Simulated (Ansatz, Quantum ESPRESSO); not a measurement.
# antimonene, 1 layer, rectangular cell: the energy at a withheld member of a series

Method. Quantum ESPRESSO 7.5, PBE, GBRV ultrasoft. Cell and atoms are first relaxed; each strained cell is then held, the other axis too, and the atoms relax in it. A periodic run with 15 Å of vacuum in the starting cell gives the vacuum levels, and bands follow along a path. The series steps strain along the first axis. Energies count from the lowest.

| strain along the first axis | energy (eV) |
| --- | --- |
| -4 % | 0.0568 |
| -3 % | 0.0322 |
| -2 % | 0.0147 |
| -1 % | 0.0041 |
| 0 % | 0.0000 |
| 1 % | 0.0017 |
| 2 % | 0.0090 |
| 4 % | 0.0392 |

To predict: What is the energy at 3 %?

By hand: The rows at 2 % and 4 % give a slope of (0.0392 − (0.0090))/(4 − (2)) = 0.0151, so a straight line gives 0.0241 eV. A parabola through these and the row at 1 % gives 0.0215 eV.

What the calculation gave: 0.0216 eV. The line misses by +0.0025 and the parabola by −0.0001 eV. The parabola does better.

Caveats: Semilocal gaps are too small; the 1×1 cell can't ripple over many cells under compression as a free sheet would. No spin-orbit coupling.
